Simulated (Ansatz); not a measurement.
# Squeezing and shearing glassy 77P2O5-23MgO (mol %) (76 atoms): runs compared

How stiff is glassy 77P2O5-23MgO (mol %) (76 atoms), and how do its levels respond to strain?

Computed with Ansatz 0.2.0: Kohn-Sham DFT, revPBE, PAW (set soft_2), plane waves.

### Step 1. The cell as built

The cell holds 76 atoms: 20 P, 3 Mg and 53 O. Cell: a = 10.092 Å, b = 10.092 Å, c = 10.092 Å, α = 90.0°, β = 90.0°, γ = 90.0°. 76 atoms (20 P, 3 Mg, 53 O) placed at random at 2.41 g/cm³, melted at 4000 K for 10 ps at fixed volume with the Morse and Coulomb pair potential with partial charges (Pedone, Malavasi, Menziani, Cormack and Segre, J. Phys. Chem. B 110, 11780 (2006)). Quenched from 4000 K to 300 K at 20 K/ps and fixed volume, held 10 ps at zero pressure.

Limits known from the start: The quench rate of 20 K/ps is orders of magnitude faster than experiment, which tends to freeze in extra defects. The starting topology of bonds comes from the classical model, and needn't be the one that DFT or experiment would give. The Brillouin zone is sampled at Γ only.

### Step 2. The reference run

The reference is a single point at the end of the relaxation.

Every strained cell starts from the geometry of this run, and its atoms are relaxed with the cell held.

Its input, with most atom lines left out:

```yaml
crystal:
  lattice:
    - [11.2605, 0.43594, 0.70113]
    - [0.43594, 9.39423, 0.32909]
    - [0.70113, 0.32909, 10.33817]
  atoms:
    - { symbol: P, position: [0.65119, 0.55774, 0.48836] }
    - { symbol: P, position: [0.98802, 0.80264, 0.03784] }
    - { symbol: P, position: [0.35857, 0.88518, 0.7206] }
    - { symbol: P, position: [0.43749, 0.58413, 0.09997] }
    - { symbol: P, position: [0.00134, 0.03577, 0.39281] }
    - { symbol: P, position: [0.42091, 0.87933, 0.21784] }
    - { symbol: P, position: [0.72775, 0.09352, 0.78438] }
    [... atom lines 8 to 76 left out ...]
kpoints:
  mp_grid: { grid: [1, 1, 1] }
hamiltonian:
  xc: revpbe
scf:
  occupations: { method: fixed }
output:
  forces: true
  stress: true
  populations: true
  dos:
    method: { smearing: { sigma: 0.08 } }
    de: 0.1
    projected: { site_lists: { Mg: [Mg], O: [O], P: [P] } }
  eigenvalues: true
  write_density: true
  write_potential: true
  volumetric_format: npy
```

- free energy per atom: -672.4001 eV/atom
- r.m.s. force component: 0.0075 eV/Å
- pressure: 0.006598 GPa

Filled and empty levels are parted by 2.57 eV (at Γ alone); a semilocal functional tends to put such gaps too low. In a disordered cell it changes from sample to sample, and tail or defect levels can set it.

### Step 3. The runs

Each row is one run, on 4 threads of Intel Xeon Platinum 8375C at 2.90GHz (Ice Lake), shared host. The free energy is the program's total, comparable only between runs with the same functional, potentials and atoms.

| run | atoms | outcome | ionic steps, all passes | free energy (eV) | time | host memory (GiB) |
| --- | --- | --- | --- | --- | --- | --- |
| Single point at the start | 76 | converged | - | -51087.918 | 7.3 s | 1.2 |
| Cell and atoms relaxed | 76 | converged | 72 | -51102.408 | 5.8 min | 1.2 |
| Single point at the relaxed geometry | 76 | converged | - | -51102.408 | 10 s | 1.3 |
| Volume -3 % | 76 | converged | 6 | -51102.315 | 42 s | 1.3 |
| Volume +3 % | 76 | converged | 31 | -51102.728 | 4.3 min | 1.3 |
| Volume -6 % | 76 | converged | 11 | -51102.021 | 69 s | 1.3 |
| Volume +6 % | 76 | converged | 25 | -51102.986 | 3 min | 1.4 |
| Volume -10 % | 76 | converged | 13 | -51101.288 | 92 s | 1.2 |
| Stretched by 1 % along x | 76 | converged | 5 | -51102.387 | 34 s | 1.3 |
| Compressed by 1 % along x | 76 | converged | 5 | -51102.386 | 32 s | 1.3 |
| Sheared by 2 % in xy | 76 | converged | 5 | -51102.391 | 33 s | 1.3 |

In some runs the program notes that the exchange-correlation potential is rough where the density is thin and the SCF threshold is loose for the stress.

### Step 4. Pressure against volume

Atoms are relaxed at each volume, in the scaled cell.

| volume change (%) | volume (Å³/atom) | energy change (meV/atom) | pressure (GPa) | largest move on relaxing (Å) | bonds | gap (eV) |
| --- | --- | --- | --- | --- | --- | --- |
| -10 | 12.861 | 14.73 | 3.50 | 0.39 | 95 | 3.46 |
| -6 | 13.432 | 5.08 | 1.96 | 0.23 | 95 | 3.16 |
| -3 | 13.861 | 1.22 | 0.96 | 0.11 | 94 | 2.89 |
| +0 | 14.290 | 0.00 | 0.01 | - | 94 | 2.57 |
| +3 | 14.718 | -4.22 | 0.65 | 0.97 | 94 | 2.92 |
| +6 | 15.147 | -7.61 | 0.40 | 1.00 | 92 | 3.50 |

### Step 5. Uniaxial strain and shear

Stress (GPa, compression positive) less that of the relaxed cell, atoms relaxed:

| strain | xx | yy | zz | xy | energy change (meV/atom) |
| --- | --- | --- | --- | --- | --- |
| stretched by 1 % along x | -0.573 | -0.137 | -0.131 | 0.091 | 0.27 |
| compressed by 1 % along x | 0.627 | 0.164 | 0.125 | -0.090 | 0.28 |
| sheared by 2 % in xy | 0.172 | 0.026 | -0.011 | -0.259 | 0.21 |

### Step 6. Outcome

The pressure doesn't fall steadily with volume, which points to a change of structure or electronic state along the way, so no single bulk modulus describes it. The count of bonds runs from 92 to 95 over the series, so at some points contacts cross the cutoffs. At +3 % and +6 % some atom moved by over 0.5 Å on relaxing, so those points may sit in another local minimum. At +3 % and +6 % the energy lies below that of a less strained cell, so the structure found a lower minimum there. The gap goes from 3.46 eV at the smallest volume to 3.50 eV at the largest, not monotonically (lowest 2.57, highest 3.50 eV), on the run's k-points. In the Cartesian axes of the cell, finite differences give C11 = 60.0, C12 = 15.1, C13 = 12.8 and C66 = 13.0 GPa (the shear of 2 % is the engineering strain, εxy = 0.01).

**Limits.** Strains are finite and relaxations stop at the force tolerance of the input, which can leave moduli too stiff; they are those of a static cell at zero temperature. Volumes are changed with the cell's shape held, so in an anisotropic solid the modulus lies over the one under free hydrostatic load. The program notes that the SCF threshold of the relaxations is loose for the stress. The cell edges changed by +12, -7 and +3 % with the Γ point alone; in so small a cell a change of shape can follow the discrete levels, so shape, energy gain and any gap at the end may be artefacts of the sampling.

The DFT runs together took 18 min of wall time.

[Logs are printed without paths, hosts, clocks, repeated set-up lines and the standing remarks that a program may print on its own settings, such as how far it seeks lower states.]

[Hosts, paths, dates, database ids (printed as entryN), source tags and the programs' standing remarks are cut or masked in the printed files.]
